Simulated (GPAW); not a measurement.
# VGe2N4 monolayer: simulated STM images

Wanted: filled- and empty-state images of VGe2N4 monolayer, with its work function.

Method: GPAW, PAW setups; layer in a repeated cell with vacuum, relaxation of atoms and in-plane cell, in the first sound run; inputs show where later runs differ, in GPAW 26.7.0.

This is a report of a sequence of runs, with most program output left out.

## Step 1: Starting point

The cell holds 7 atoms: 4 N, 2 Ge and 1 V. Cell: a = 3.020 Å, b = 3.020 Å, c = 25.076 Å, α = 90.0°, β = 90.0°, γ = 120.0°. Vacuum lies along c.

## Step 2: Relaxing the atoms

Forces are removed first; all later runs use this geometry.

File run.py:

```python
import json
import numpy as np
from ase import Atoms
from ase.filters import FrechetCellFilter
from ase.optimize import BFGS
from gpaw import GPAW, PW

slab = Atoms(
    ['N', 'Ge', 'N', 'V', 'N', 'Ge', 'N'],
    positions=[
        [0.00000, 0.00000, 9.00000],
        [-0.00000, 1.74360, 9.58776],
        [-0.00000, 1.74360, 11.42776],
        [0.00000, 0.00000, 12.53788],
        [-0.00000, 1.74360, 13.64799],
        [-0.00000, 1.74360, 15.48799],
        [0.00000, 0.00000, 16.07576]],
    cell=[[3.02, 0.0, 0.0], [-1.51, 2.6154, 0.0], [0.0, 0.0, 25.0758]],
    pbc=[True, True, True],
    magmoms=[0.0, 0.0, 0.0, 1.0, 0.0, 0.0, 0.0])

slab.calc = GPAW(mode=PW(600), xc='PBE', kpts={'size': (12, 12, 1), 'gamma': True},
                 occupations={'name': 'fermi-dirac', 'width': 0.05}, nbands='200%',
                 convergence={'density': 1e-05}, maxiter=200,
                 symmetry={'tolerance': 1e-3}, txt='slab.txt')
result = {}
# The in-plane cell is free; stress needs a cell that repeats along all three vectors
path = []
opt = BFGS(FrechetCellFilter(slab, mask=[1, 1, 0, 0, 0, 1]), maxstep=0.2)
opt.attach(lambda: path.append((slab.get_potential_energy(), slab.positions.tolist(), slab.get_forces().tolist())))
result['relaxed'] = bool(opt.run(fmax=0.02, steps=45))
result['path'] = path
result['cell'] = slab.cell.tolist()
print('in-plane lattice', slab.cell.cellpar().round(4)[[0, 1, 5]])
energy = slab.get_potential_energy()
fermi = slab.calc.get_fermi_level()
v = slab.calc.get_electrostatic_potential().mean((0, 1)) - fermi
n = slab.calc.get_pseudo_density().mean((0, 1))
L = slab.cell[2, 2]
z = np.arange(len(v)) * L / len(v)
low, high = slab.positions[:, 2].min(), slab.positions[:, 2].max()
below, above = np.interp([low - 6.8, high + 6.8], z, v)
slopes = [np.interp(x, z, np.gradient(v, z)) for x in (low - 6.8, high + 6.8)]
eps = np.array([[slab.calc.get_eigenvalues(k, s) for k in range(len(slab.calc.get_ibz_k_points()))]
                for s in range(slab.calc.get_number_of_spins())]) - fermi
top, bottom = eps[eps < 0].max(), eps[eps > 0].min()
dipole = slab.get_dipole_moment()[2]
print(f'energy {energy:.4f} eV, Fermi level {fermi:.4f} eV, dipole {dipole:.5f} e A')
print(f'potential 6.8 A off the faces, from the Fermi level: lower {below:.4f} eV, upper {above:.4f} eV')
print(f'slope of the potential there: lower {slopes[0]:.5f}, upper {slopes[1]:.5f} eV/A')
print(f'nearest levels on the mesh: {top:.4f} and {bottom:.4f} eV')
print('magnetic moment', round(slab.get_magnetic_moment(), 3))
result.update(energy=energy, fermi=fermi, dipole=dipole, below=below, above=above, slopes=slopes, edges=[top, bottom],
              z=z.tolist(), v=v.tolist(), n=n.tolist(), positions=slab.positions.tolist(),
              forces=slab.get_forces(apply_constraint=False).tolist(), moments=slab.get_magnetic_moments().tolist())
json.dump(result, open('result.json', 'w'))
```

The run is started by

```
$ OMP_NUM_THREADS=1 OPENBLAS_NUM_THREADS=1 python run.py
```

Wall time 52 min (1 thread of Arm Neoverse V1, shared host); peak memory 1.1 GiB.

Numbers from this step:

| Quantity | Value |
| --- | --- |
| dipole along the normal | 6.85e-4 e·Å |
| levels nearest the Fermi level on the mesh | -0.04539, 0.1469 eV from the Fermi level |
| site moments | 0.001706, 0.005343, -0.02893, 0.9071, -0.02893, 0.005343, 0.001706 μB |
| sum of the site moments | 0.8634 μB |

The electrostatic potential energy of an electron (without an applied field's), less the Fermi level, planar mean oscillates, so the rows of the table below give means over windows of 1.13 Å about each position, cut where the curve ends. Its maxima inside the range that stand out by 2 % of the span (Å: eV): 10.7: 0.710, 11.8: -6.92, 13.2: -6.92, 14.4: 0.715. Its minima: 9.5: -23.2, 11.4: -12.0, 12.5: -17.7, 13.7: -12.0, 15.6: -23.2.

Table of electrostatic potential energy of an electron (without an applied field's), less the Fermi level, planar mean by z; means over each step:

| z (Å) | electrostatic potential energy of an electron (without an applied field's), less the Fermi level, planar mean (eV) |
| --- | --- |
| 0.56 | 5.95 |
| 1.69 | 5.95 |
| 2.82 | 5.95 |
| 3.95 | 5.95 |
| 5.08 | 5.95 |
| 6.21 | 5.93 |
| 7.34 | 5.53 |
| 8.47 | -6.80 |
| 9.60 | -17.5 |
| 10.73 | -2.30 |
| 11.86 | -10.5 |
| 12.99 | -11.7 |
| 14.12 | -3.84 |
| 15.25 | -14.2 |
| 16.38 | -11.3 |
| 17.52 | 5.09 |
| 18.64 | 5.93 |
| 19.77 | 5.95 |
| 20.90 | 5.95 |
| 22.04 | 5.95 |
| 23.16 | 5.95 |
| 24.29 | 5.95 |

Table of pseudo valence density, planar mean by z:

| z (Å) | pseudo valence density, planar mean (e/Å³) |
| --- | --- |
| 6.0 | 1.8e-4 |
| 6.5 | 9.0e-4 |
| 7.0 | 0.00471 |
| 7.5 | 0.0253 |
| 8.0 | 0.141 |
| 8.5 | 0.603 |
| 9.0 | 0.865 |
| 9.5 | 0.202 |
| 10.0 | 0.308 |
| 10.5 | 0.226 |
| 11.0 | 0.478 |
| 11.5 | 0.737 |
| 12.0 | 0.716 |
| 12.5 | 1.88 |
| 13.0 | 0.851 |
| 13.5 | 0.725 |
| 14.0 | 0.541 |
| 14.5 | 0.239 |
| 15.0 | 0.293 |
| 15.5 | 0.145 |
| 16.0 | 0.831 |
| 16.5 | 0.679 |
| 17.0 | 0.187 |
| 17.5 | 0.0339 |
| 18.0 | 0.00610 |
| 18.5 | 0.00115 |
| 19.0 | 2.2e-4 |
| 19.5 | 4.6e-5 |

Site moment by atom:

| atom | site moment (μB) |
| --- | --- |
| N1 | 0.002 |
| Ge2 | 0.005 |
| N3 | -0.029 |
| V4 | 0.907 |
| N5 | -0.029 |
| Ge6 | 0.005 |
| N7 | 0.002 |

The relaxation lowered the energy of the cell by 0.104 eV (energies extrapolated to zero smearing; the optimiser's log prints free energies). The largest force left on a free atom is 0.0061 eV/Å.

## Step 3: Plane waves, PBE

With the geometry fixed, the planar mean of the potential gives the vacuum level on each side.

This step: GPAW, PAW setups; slab in vacuum (GPAW 26.7.0).

The cell differs from the one that the last finished run ended in (c 25.076 → 25.437 Å).

File run.py:

```python
import json
import numpy as np
from ase import Atoms
from ase.dft.stm import STM
from gpaw import GPAW, PW

slab = Atoms(
    ['N', 'Ge', 'N', 'V', 'N', 'Ge', 'N'],
    positions=[
        [0.00000, 0.00000, 9.00000],
        [-0.00000, 1.71646, 9.68067],
        [-0.00000, 1.71646, 11.57415],
        [-0.00000, -0.00000, 12.71850],
        [-0.00000, 1.71646, 13.86285],
        [-0.00000, 1.71646, 15.75633],
        [-0.00000, -0.00000, 16.43701]],
    cell=[[2.97299, -0.0, 0.0], [-1.48649, 2.57469, 0.0], [0.0, 0.0, 25.437]],
    pbc=[True, True, False],
    magmoms=[0.0, 0.0, 0.0, 1.0, 0.0, 0.0, 0.0])

slab.calc = GPAW(mode=PW(500), xc='PBE', kpts={'size': (12, 12, 1), 'gamma': True},
                 occupations={'name': 'fermi-dirac', 'width': 0.05}, nbands='200%',
                 convergence={'density': 1e-05}, maxiter=200,
                 poissonsolver={'dipolelayer': 'xy'},
                 symmetry={'tolerance': 1e-3}, txt='slab.txt')
result = {}
energy = slab.get_potential_energy()
fermi = slab.calc.get_fermi_level()
v = slab.calc.get_electrostatic_potential().mean((0, 1)) - fermi
n = slab.calc.get_pseudo_density().mean((0, 1))
L = slab.cell[2, 2]
z = np.arange(len(v)) * L / len(v)
low, high = slab.positions[:, 2].min(), slab.positions[:, 2].max()
below, above = np.interp([low - 6.8, high + 6.8], z, v)
slopes = [np.interp(x, z, np.gradient(v, z)) for x in (low - 6.8, high + 6.8)]
eps = np.array([[slab.calc.get_eigenvalues(k, s) for k in range(len(slab.calc.get_ibz_k_points()))]
                for s in range(slab.calc.get_number_of_spins())]) - fermi
top, bottom = eps[eps < 0].max(), eps[eps > 0].min()
dipole = slab.get_dipole_moment()[2]
print(f'energy {energy:.4f} eV, Fermi level {fermi:.4f} eV, dipole {dipole:.5f} e A')
print(f'potential 6.8 A off the faces, from the Fermi level: lower {below:.4f} eV, upper {above:.4f} eV')
print(f'slope of the potential there: lower {slopes[0]:.5f}, upper {slopes[1]:.5f} eV/A')
print(f'nearest levels on the mesh: {top:.4f} and {bottom:.4f} eV')
print('magnetic moment', round(slab.get_magnetic_moment(), 3))
result.update(energy=energy, fermi=fermi, dipole=dipole, below=below, above=above, slopes=slopes, edges=[top, bottom],
              z=z.tolist(), v=v.tolist(), n=n.tolist(), positions=slab.positions.tolist(),
              forces=slab.get_forces(apply_constraint=False).tolist(), moments=slab.get_magnetic_moments().tolist())

# Images need the states of the whole zone, up to time reversal
slab.calc = slab.calc.fixed_density(symmetry={'point_group': False}, txt='states.txt', nbands='260%',
                                    convergence={'bands': 'CBM+0.8'})
stm = STM(slab)
result['stm'] = []
for bias in [-0.5, 0.5]:
    height = high + 4.0
    current = stm.get_averaged_current(bias, height)
    x, y, h = stm.scan(bias, current)
    i, f = divmod(height / L * stm.ldos.shape[2], 1)
    I = abs((1 - f) * stm.ldos[:, :, int(i)] + f * stm.ldos[:, :, int(i) + 1])
    print(f'bias {bias} V: mean current at 4.0 A {current:.4e}, corrugation {np.ptp(h):.4f} A')
    result['stm'].append(dict(bias=bias, current=current, h=(h - high).tolist(), I=I.tolist()))
json.dump(result, open('result.json', 'w'))
```

It took 11 min on 1 thread; peak memory 1.2 GiB.

Numbers from this step:

| Property | Result |
| --- | --- |
| dipole along the normal | 0.001633 e·Å |
| levels nearest the Fermi level on the mesh | -0.04427, 0.1449 eV from the Fermi level |
| upper work function | 5.929 eV |
| lower work function | 5.930 eV |
| site moments | 0.001657, 0.005364, -0.02856, 0.9060, -0.02856, 0.005364, 0.001657 μB |
| corrugation -0.5 | 0.1872 Å |
| corrugation 0.5 | 0.4461 Å |
| sum of the site moments | 0.8629 μB |

The electrostatic potential energy of an electron (without an applied field's), less the Fermi level, planar mean oscillates, so the rows of the table below give means over windows of 1.13 Å about each position, cut where the curve ends. Its maxima inside the range that stand out by 2 % of the span (Å: eV): 10.8: 0.663, 12.0: -6.98, 13.5: -6.98, 14.6: 0.663. Its minima: 9.6: -23.2, 11.6: -12.0, 12.7: -17.7, 13.8: -12.0, 15.8: -23.2.

The electrostatic potential energy of an electron (without an applied field's), less the Fermi level, planar mean by z; means over each step:

| z (Å) | electrostatic potential energy of an electron (without an applied field's), less the Fermi level, planar mean (eV) |
| --- | --- |
| 0.56 | 5.93 |
| 1.69 | 5.93 |
| 2.82 | 5.93 |
| 3.95 | 5.93 |
| 5.08 | 5.93 |
| 6.21 | 5.92 |
| 7.34 | 5.69 |
| 8.47 | -2.98 |
| 9.60 | -19.4 |
| 10.73 | -2.24 |
| 11.86 | -9.35 |
| 12.99 | -12.7 |
| 14.12 | -5.29 |
| 15.25 | -10.8 |
| 16.38 | -15.2 |
| 17.52 | 4.33 |
| 18.64 | 5.88 |
| 19.77 | 5.92 |
| 20.90 | 5.93 |
| 22.04 | 5.93 |
| 23.16 | 5.93 |
| 24.29 | 5.93 |

The pseudo valence density, planar mean by z:

| z (Å) | pseudo valence density, planar mean (e/Å³) |
| --- | --- |
| 6 | 9.9e-5 |
| 7 | 0.00260 |
| 8 | 0.0795 |
| 9 | 0.843 |
| 10 | 0.286 |
| 11 | 0.345 |
| 12 | 0.665 |
| 13 | 1.30 |
| 14 | 0.659 |
| 15 | 0.244 |
| 16 | 0.567 |
| 17 | 0.328 |
| 18 | 0.0114 |
| 19 | 4.1e-4 |
| 20 | 2.1e-5 |

Tip height over the top atom over a1 and a2. Sample bias -0.5 V, constant current at the mean current 4.0 Å over the top atom.

Ten even steps from '_' (3.90 Å) to '@' (4.08 Å):
```
==------++##@@@@@@@@##++------==
----::::::**%%%%%%**::::::----::
::--::__..**####**..__::--::____
++++::..==++++++==..::++++..__..
**##****++++++++****##**==____==
%%@@%%##++++++##%%@@%%++______++
%%@@%%##++++##%%@@%%**--____--**
@@@@%%**==**%%@@@@##**==::==**##
%%@@**....**@@%%##****++++****##
%%##::__::##%%******************
**++::::++**++--==++****++==--++
++--::--++==____::++**++::____==
::----::..______==****==______..
------________--******--________
====::__..==++**####**++==..__::
--==--::++**%%%%@@%%%%**++::--==
```
Columns: a1 from 0 to 0.938; rows upwards: a2 from 0 to 0.938.

Local density of states summed over the bias window over a1 and a2. Sample bias -0.5 V, constant height 4.0 Å over the top atom.

Ten even steps from '_' (1.48 × 1e-7 arbitrary) to '@' (2.14 × 1e-7 arbitrary):
```
--------==**%%@@@@%%**==--------
----::::--++%%@@%%++--::::------
----::..::++%%%%++::..::----::::
====--::==++**++==::--====--::--
****++++++++++++++++****==::..==
##%%%%%%**++**%%%%%%##++..__..++
%%@@@@%%++++%%@@@@%%**::____::**
@@@@%%++==++%%@@@@%%++--..--++%%
%%%%++::::++%%%%%%##**++++**##%%
##**--..--**##**++**********++**
**==::::==**++::--++****++--::++
==--::--====..__..++**++..__..==
----------::____--****--____::--
------::::::..::++##++::..::::::
------::--==++**%%%%**++==--::--
--------==**##%%@@%%##**==------
```
Columns: a1 from 0 to 0.938; rows upwards: a2 from 0 to 0.938.

Tip height over the top atom over a1 and a2. Sample bias 0.5 V, constant current at the mean current 4.0 Å over the top atom.

Ten even steps from '0' (3.69 Å) to '9' (4.14 Å):
```
5449449999449445
5499999899999456
4999998899999466
4499877789944565
4499777799444554
7998777899744444
9988778899743347
9999899998633368
9999999986422468
7499947764505467
4499444432002344
4999444332523344
4444554334433455
5456654466644566
5566544788744566
9554447999744455
```
Columns: a1 from 0 to 0.938; rows upwards: a2 from 0 to 0.938.

Local density of states summed over the bias window over a1 and a2. Sample bias 0.5 V, constant height 4.0 Å over the top atom.

Ten even steps from '_' (3.28 × 1e-8 arbitrary) to '@' (5.77 × 1e-8 arbitrary):
```
==--==++--==##%%%%##==--++==--==
--==**++==**%%%%%%**==++**==--++
--++++++**@@@@@@@@**++++++--====
----==**@@@@@@@@@@**==------==--
--==**@@@@%%%%@@@@**==--::====::
++##%%@@@@%%@@@@%%##++----------
@@%%%%@@@@@@@@%%%%@@**::....::**
@@%%%%@@@@@@%%%%@@@@==______==@@
@@##********##@@@@++........++@@
++====++====++**==..--==--..==**
----++++------::__..====..__::--
--++**++--::--..__..--..__..--::
--====----==--..__....__..--==--
------======--::==++==::--======
====++==--::--**@@@@**--::--==++
++==--------++@@@@@@++--------==
```
Columns: a1 from 0 to 0.938; rows upwards: a2 from 0 to 0.938.

Force by atom:

| atom | x (eV/Å) | y (eV/Å) | z (eV/Å) | size |
| --- | --- | --- | --- | --- |
| N1 | 0.0000 | 0.0000 | -0.0204 | 0.0204 |
| Ge2 | 0.0000 | 0.0000 | 0.0667 | 0.0667 |
| N3 | 0.0000 | 0.0000 | -0.0557 | 0.0557 |
| V4 | 0.0000 | 0.0000 | 0.0000 | 0.0000 |
| N5 | 0.0000 | 0.0000 | 0.0557 | 0.0557 |
| Ge6 | 0.0000 | 0.0000 | -0.0667 | 0.0667 |
| N7 | 0.0000 | 0.0000 | 0.0204 | 0.0204 |

The potential is flat to 0.001 eV/Å where it is read, so the vacuum is wide enough.

## Step 4: A changed run

One more run, with changed settings.

run.py, as its differences from that of step 3:

```diff
@@ -3,4 +3,4 @@
 from ase import Atoms
-from ase.dft.stm import STM
 from gpaw import GPAW, PW
+from gpaw.external import ConstantElectricField
 
@@ -22,4 +22,5 @@
                  occupations={'name': 'fermi-dirac', 'width': 0.05}, nbands='200%',
-                 convergence={'density': 1e-05}, maxiter=200,
+                 convergence={'density': 1e-05}, maxiter=75,
                  poissonsolver={'dipolelayer': 'xy'},
+                 external=ConstantElectricField(3.0, [0, 0, 1]),
                  symmetry={'tolerance': 1e-3}, txt='slab.txt')
@@ -47,16 +48,2 @@
               forces=slab.get_forces(apply_constraint=False).tolist(), moments=slab.get_magnetic_moments().tolist())
-
-# Images need the states of the whole zone, up to time reversal
-slab.calc = slab.calc.fixed_density(symmetry={'point_group': False}, txt='states.txt', nbands='260%',
-                                    convergence={'bands': 'CBM+0.8'})
-stm = STM(slab)
-result['stm'] = []
-for bias in [-0.5, 0.5]:
-    height = high + 4.0
-    current = stm.get_averaged_current(bias, height)
-    x, y, h = stm.scan(bias, current)
-    i, f = divmod(height / L * stm.ldos.shape[2], 1)
-    I = abs((1 - f) * stm.ldos[:, :, int(i)] + f * stm.ldos[:, :, int(i) + 1])
-    print(f'bias {bias} V: mean current at 4.0 A {current:.4e}, corrugation {np.ptp(h):.4f} A')
-    result['stm'].append(dict(bias=bias, current=current, h=(h - high).tolist(), I=I.tolist()))
 json.dump(result, open('result.json', 'w'))
```

Run time: 24 min. Hardware: 1 thread; peak memory 0.87 GiB.

The run finished. A setting was moved off its sound value on purpose, so it serves as a test and not as the result.

The fault put into the input: a field far too strong (field = 3.0).

Side by side:

| quantity | this run | sound run | difference |
| --- | --- | --- | --- |
| dipole along the normal (e·Å) | 1.7711 | 0.0016333 | 1.77 |
| sum of the site moments (μB) | 0.80720 | 0.86288 | -0.0557 |

One result that differs is the dipole along the normal, 1.77 e·Å against 0.00163 e·Å.

## Step 5: What came out

| Item | Value |
| --- | --- |
| work function, both faces | 5.93 eV |
| dipole along the normal | 0.0016 e Å, near the numerical noise |
| corrugation at -0.5 V | 0.187 Å as printed, 0.12 Å or less without short-wave noise |
| corrugation at 0.5 V | 0.446 Å as printed, 0.30 Å or less without short-wave noise |

**Reading.** At -0.5 V and 0.5 V GPAW's map carries short-wave noise, which can't be real at this height: without waves under 1.5 Å it spans 0.12 Å against 0.19 Å printed and 0.30 Å against 0.45 Å printed. The reading below uses the filtered value, which may still be too high. The corrugation at constant current is largest at 0.5 V, where the tip height varies by 0.30 Å over the cell. Negative sample bias images filled states, positive bias empty ones. The images are of Tersoff-Hamann type: an s-wave tip, no tip-sample forces, heights closer than in a microscope. The small printed dipole stands for a step of -39 meV from the lower to the upper face, and the probes find -1.2 meV; values this small are near the numerical noise of both. One magnetic start was tried; another order may lie lower. The layer's cell and atoms come from the relaxation; spin-orbit coupling and temperature are left out.

[Logs are printed without paths, hosts, clocks, repeated set-up lines and the standing remarks that a program may print on its own settings, such as how far it seeks lower states.]

[Hosts, paths, dates, database ids (printed as entryN), source tags and the programs' standing remarks are cut or masked in the printed files.]
